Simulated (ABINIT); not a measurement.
# SrNiF6 (R-3m): bands and cutoff in G0W0 with ABINIT, part 2 of 2

Aim: raise bands and screening cutoff together for SrNiF6 (R-3m) and follow gap and time.

ABINIT 10.8.3; LDA and many-body steps on it, plane waves. Known limits of the many-body steps: not at the basis limit; no spin polarisation; d states lean on the start; no spin-orbit coupling; coarse k mesh.

So far. Step 3 (Screening, 2×2×2 mesh, 54 bands, screening to 62.6 eV): Local fields lower ε∞ by 19 %. On a Γ-centred mesh this coarse the value itself is usually too large, while a short band sum pulls it down. Step 4 (54 bands, 62.6 eV): The gap on the mesh goes from 0.99 eV to 3.91 eV, a correction of +2.92 eV.

## 6. 98 bands, 114.3 eV

This step: G0W0 on LDA, plane waves, norm-conserving pseudopotentials.

run.abi

```
acell 3*1.0 Angstrom
rprim 
  3.536999999979 2.042087902112 2.218666666700
  -3.536999999979 2.042087902112 2.218666666700
  -0.000000000000 -4.084175804224 2.218666666700
ntypat 3
znucl 38 28 9
natom 8
typat 1 2 3 3 3 3 3 3
xred 
  0.500000000000 0.500000000000 0.500000000000
  0.000000000000 0.000000000000 0.000000000000
  0.276000000000 0.916000000000 0.276000000000
  0.276000000000 0.276000000000 0.916000000000
  0.916000000000 0.276000000000 0.276000000000
  0.724000000000 0.084000000000 0.724000000000
  0.084000000000 0.724000000000 0.724000000000
  0.724000000000 0.724000000000 0.084000000000
pp_dirpath "pseudos"
pseudos "Sr.upf, Ni.upf, F.upf"
ecut 45
ngkpt 2 2 2
nshiftk 1
shiftk 0 0 0
kptopt 1
chksymbreak 0
istwfk *1
occopt 1
irdwfk 1
optdriver 4
nband 98
gwcalctyp 0
ecutsigx 45
symsigma 1
nkptgw 2
kptgw 
  0.5000000000 0.5000000000 0.0000000000
  0.0000000000 0.0000000000 0.0000000000
bdgw 
  34 37
  34 37
ecuteps 4.2
irdscr 1
ppmodel 1
indata_prefix "in"
outdata_prefix "out"
tmpdata_prefix "tmp"
```

The run is started by

```sh
> OMP_NUM_THREADS=1 mpirun -n 4 abinit run.abi > log
```

Numbers of over 12 decimals in the logs are rounded to 6 here.

Log:

```text
.Version 10.8.3 of ABINIT. v10.8.2 released Aug 2026.

 Symmetries : space group R-3 m (#166); Bravais hR (rhombohedral)
[... echo of the input left out ...]
== DATASET  1 ==================================================================
-   mpi_nproc: 4, omp_nthreads: 1 (-1 if OMP is not activated)

--- !DatasetInfo
iteration_state: {dtset: 1, }
dimensions: {natom: 8, nkpt: 4, mband: 98, nsppol: 1, nspinor: 1, nspden: 1, mpw: 9384, }
cutoff_energies: {ecut:  45.0, pawecutdg:  -1.0, }
electrons: {nelect:   7.00000000E+01, charge:   0.00000000E+00, occopt:   1.00000000E+00, tsmear:   1.00000000E-02, }

 SIGMA: Calculation of the GW corrections

 Based on a program developped by R.W. Godby, V. Olevano, G. Onida, and L. Reining.
 Incorporated in ABINIT by V. Olevano, G.-M. Rignanese, and M. Torrent.
.Using double precision arithmetic ; gwpc =  8

[... cell and pseudopotentials left out ...]
--------------------------------------------------------------------------------

 ==== K-mesh for the wavefunctions ====
 Number of points in the irreducible wedge :     4
[... list of points left out ...]
 Together with 12 symmetry operations and time-reversal symmetry
 yields     8 points in the full Brillouin Zone.

 ==== Q-mesh for screening function ====
 Number of points in the irreducible wedge :     4
[... list of points left out ...]
 Together with 12 symmetry operations and time-reversal symmetry
 yields     8 points in the full Brillouin Zone.

 vcoul_init : cutoff-mode = AUXILIARY_FUNCTION
 q-points for optical limit:   1
     1)      0.000010    0.000020    0.000030
 setmesh: FFT mesh size selected  =    54x   54x   54
          total number of points  =       157464

 Number of electrons calculated from density =   70.0000; Expected =   70.0000
[...]
number of omega for Sigma on real axis              0
 max omega for Sigma on real axis  [eV]           0.00
 zcut for avoiding poles [eV]                     0.10

 EPSILON^-1 parameters (SCR file):
 dimension of the eps^-1 matrix on file            255
 dimension of the eps^-1 matrix used               255
 number of plane-waves for wavefunctions          9349
 number of bands                                    98
 number of q-points in IBZ                           4
 number of frequencies                               2
 number of real frequencies                          1
 number of imag frequencies                          1

 matrix elements of self-energy operator (all in [eV])

 Perturbative Calculation

--- !SelfEnergy_ee
iteration_state: {dtset: 1, }
kpoint     : [   0.500,    0.500,    0.000, ]
spin       : 1
KS_gap     :    0.998
QP_gap     :    3.475
Delta_QP_KS:    2.477
data: !SigmaeeData |
     Band     E0 <VxcDFT>   SigX SigC(E0)      Z dSigC/dE  Sig(E)    E-E0       E
       34   0.848 -28.619 -36.983   7.884   0.719  -0.391 -28.964  -0.345   0.503
       35   1.426 -27.598 -36.027   7.740   0.737  -0.358 -28.105  -0.507   0.918
       36   2.424 -28.643 -23.759  -2.209   0.736  -0.358 -26.673   1.970   4.394
[...]
--- !SelfEnergy_ee
iteration_state: {dtset: 1, }
kpoint     : [   0.000,    0.000,    0.000, ]
spin       : 1
KS_gap     :    1.370
QP_gap     :    4.123
Delta_QP_KS:    2.753
data: !SigmaeeData |
     Band     E0 <VxcDFT>   SigX SigC(E0)      Z dSigC/dE  Sig(E)    E-E0       E
[...]
36   2.418 -28.617 -23.697  -2.237   0.737  -0.358 -26.640   1.977   4.395
       37   2.418 -28.617 -23.697  -2.237   0.737  -0.358 -26.640   1.977   4.395

== END DATASET(S) ==============================================================
================================================================================

 -outvars: echo values of variables after computation  --------
           etotal      0.0000000000E+00
            nband          98
             nkpt           4
          spgroup         166
 [... the other variables as echoed above ...]

 Calculation completed.
```

It took 12 s on 4 MPI ranks of Arm Neoverse N1, shared host; peak memory 0.98 GiB; 50 s of CPU time.

This step gave:

| Quantity | Value |
| --- | --- |
| G0W0 gap on the points computed | 3.476 eV |
| starting gap on the mesh | 0.9919 eV |
| k of the valence top | 0.5, 0.5, 0 |
| k of the conduction bottom | 0.5, 0.5, 0 |
| Z at the valence top | 0.737 |
| Z at the conduction bottom | 0.736 |
| least direct G0W0 gap on the computed points | 3.476 eV |

Against G0W0 in ABINIT (2×2×2 mesh, 54 bands, screening to 62.6 eV, Godby-Needs plasmon pole), the gap moves by −0.436 eV.

## 7. Screening, 2×2×2 mesh, 191 bands, screening to 176.9 eV

This step: RPA screening on LDA, plane waves, norm-conserving pseudopotentials.

Changes to run.abi since step 6:

```diff
@@ -29,17 +29,8 @@
 irdwfk 1
-optdriver 4
-nband 98
-gwcalctyp 0
-ecutsigx 45
-symsigma 1
-nkptgw 2
-kptgw 
-  0.5000000000 0.5000000000 0.0000000000
-  0.0000000000 0.0000000000 0.0000000000
-bdgw 
-  34 37
-  34 37
-ecuteps 4.2
-irdscr 1
-ppmodel 1
+optdriver 3
+nband 191
+ecuteps 6.5
+inclvkb 2
+awtr 1
+symchi 1
 indata_prefix "in"
```

Log:

```text
.Version 10.8.3 of ABINIT. v10.8.2 released Aug 2026.

 Symmetries : space group R-3 m (#166); Bravais hR (rhombohedral)
[... echo of the input left out ...]
== DATASET  1 ==================================================================
-   mpi_nproc: 4, omp_nthreads: 1 (-1 if OMP is not activated)

--- !DatasetInfo
iteration_state: {dtset: 1, }
dimensions: {natom: 8, nkpt: 4, mband: 191, nsppol: 1, nspinor: 1, nspden: 1, mpw: 9384, }
cutoff_energies: {ecut:  45.0, pawecutdg:  -1.0, }
[...]
--------------------------------------------------------------------------------
[... chi0 elements left out ...]
 For q-point:  0.000010 0.000020 0.000030
  dielectric constant =   3.6384
  dielectric constant without local fields =   4.6351

  Average fulfillment of the sum rule on Im[epsilon] for q-point    1 :     52.40  [%]
[... wings left out ...]
  q-point number  2        q = ( 0.500000, 0.000000, 0.000000) [r.l.u.]
--------------------------------------------------------------------------------
[... chi0 elements left out ...]
  Average fulfillment of the sum rule on Im[epsilon] for q-point    2 :     57.93  [%]

 [... 2 further q-points ...]
```

The job ended after 2.3 min (4 MPI ranks; peak memory 1.6 GiB).

Numbers from this step:

| Property | Result |
| --- | --- |
| ε∞ with local fields, on this mesh, along the program's q direction | 3.638 |
| the same without local fields | 4.635 |
| plasma frequency | 31.68 eV |
| plane waves in the screening matrix | 515 |

## 8. 191 bands, 176.9 eV

This step: G0W0 on LDA, plane waves, norm-conserving pseudopotentials.

Changes to run.abi since step 7:

```diff
@@ -29,8 +29,17 @@
 irdwfk 1
-optdriver 3
+optdriver 4
 nband 191
+gwcalctyp 0
+ecutsigx 45
+symsigma 1
+nkptgw 2
+kptgw 
+  0.5000000000 0.5000000000 0.0000000000
+  0.0000000000 0.0000000000 0.0000000000
+bdgw 
+  34 37
+  34 37
 ecuteps 6.5
-inclvkb 2
-awtr 1
-symchi 1
+irdscr 1
+ppmodel 1
 indata_prefix "in"
```

Log:

```text
.Version 10.8.3 of ABINIT. v10.8.2 released Aug 2026.

 Symmetries : space group R-3 m (#166); Bravais hR (rhombohedral)
[... echo of the input left out ...]
== DATASET  1 ==================================================================
-   mpi_nproc: 4, omp_nthreads: 1 (-1 if OMP is not activated)

--- !DatasetInfo
iteration_state: {dtset: 1, }
dimensions: {natom: 8, nkpt: 4, mband: 191, nsppol: 1, nspinor: 1, nspden: 1, mpw: 9384, }
cutoff_energies: {ecut:  45.0, pawecutdg:  -1.0, }
[...]
Band     E0 <VxcDFT>   SigX SigC(E0)      Z dSigC/dE  Sig(E)    E-E0       E
[...]
36   2.418 -28.617 -23.697  -2.295   0.750  -0.334 -26.649   1.968   4.386
       37   2.418 -28.617 -23.697  -2.295   0.750  -0.334 -26.649   1.968   4.386

== END DATASET(S) ==============================================================
================================================================================

 -outvars: echo values of variables after computation  --------
           etotal      0.0000000000E+00
            nband         191
             nkpt           4
          spgroup         166
 [... the other variables as echoed above ...]

 Calculation completed.
```

Elapsed: 48 s, on 4 MPI ranks; peak memory 1.3 GiB; 3.2 min of CPU time.

Numbers from this step:

| Property | Result |
| --- | --- |
| G0W0 gap on the points computed | 3.489 eV |
| starting gap on the mesh | 0.9919 eV |
| k of the valence top | 0.5, 0.5, 0 |
| k of the conduction bottom | 0, 0, 0 |
| least direct G0W0 gap on the computed points | 3.490 eV |

Against G0W0 in ABINIT (2×2×2 mesh, 98 bands, screening to 114.3 eV, Godby-Needs plasmon pole), the gap moves by +0.013 eV.

## 9. Side by side

Times are wall times on 4 MPI ranks of Arm Neoverse N1, shared host, good to a factor of about two. A run's time includes the screening step that it read.

```
                run   mesh  bands  screening cutoff (eV)  DFT gap (eV)  gap on the mesh (eV)  direct (eV)  ε∞ used     time
  54 bands, 62.6 eV  2×2×2     54                   62.6         0.992                 3.912        3.912     3.51     25 s
 98 bands, 114.3 eV  2×2×2     98                  114.3         0.992                 3.476        3.476     3.67     64 s
191 bands, 176.9 eV  2×2×2    191                  176.9         0.992                 3.489        3.490     3.64  3.1 min
```

## 10. Results

```yaml
54_bands_62p6_ev: 3.912 eV
98_bands_114p3_ev: 3.476 eV
191_bands_176p9_ev: 3.489 eV
known_limits: not at the basis limit; no spin polarisation; d states lean on the start; no spin-orbit coupling; coarse k mesh
```

What this shows: From the first rung to the last the gap moves by −0.42 eV for 7.5 times the time. The gap turns back along the series, so no limit is drawn from it. In the G0W0 runs levels were corrected at 2 k points alone, so a gap called «on the mesh» is the least over those, and an edge elsewhere would be missed. The 2×2×2 mesh is coarse for this cell, which bears on the long-range parts of exchange and screening. The runs have no spin polarisation. For a closed low-spin shell that is the natural state; where a d or f shell is open it is a constraint, and the gap is then not the crystal's own. With d states at the gap, one-shot GW leans hard on its start. The many-body steps are scalar-relativistic: spin-orbit coupling is not in them.

[Paths, hosts, dates, memory and timing lines, banners, echoed tables and standing remarks are left out of the program output.]

[Logs are printed without paths, hosts, clocks, repeated set-up lines and the standing remarks that a program may print on its own settings, such as how far it seeks lower states.]

[Runs of the session that timed out or met a known fault of the program may be left out.]

[Hosts, paths, dates, database ids (printed as entryN), source tags and the programs' standing remarks are cut or masked in the printed files.]

[G0W0 gaps are taken among the corrected bands and points alone; a level outside them can change the order at an edge.]

[Where Ansatz stands beside ABINIT at settings called matched, ABINIT's density can come from a denser mesh and the files from another edition; pairs whose starting gaps differed by over 0.03 eV were left out, so agreement reads better than it is.]
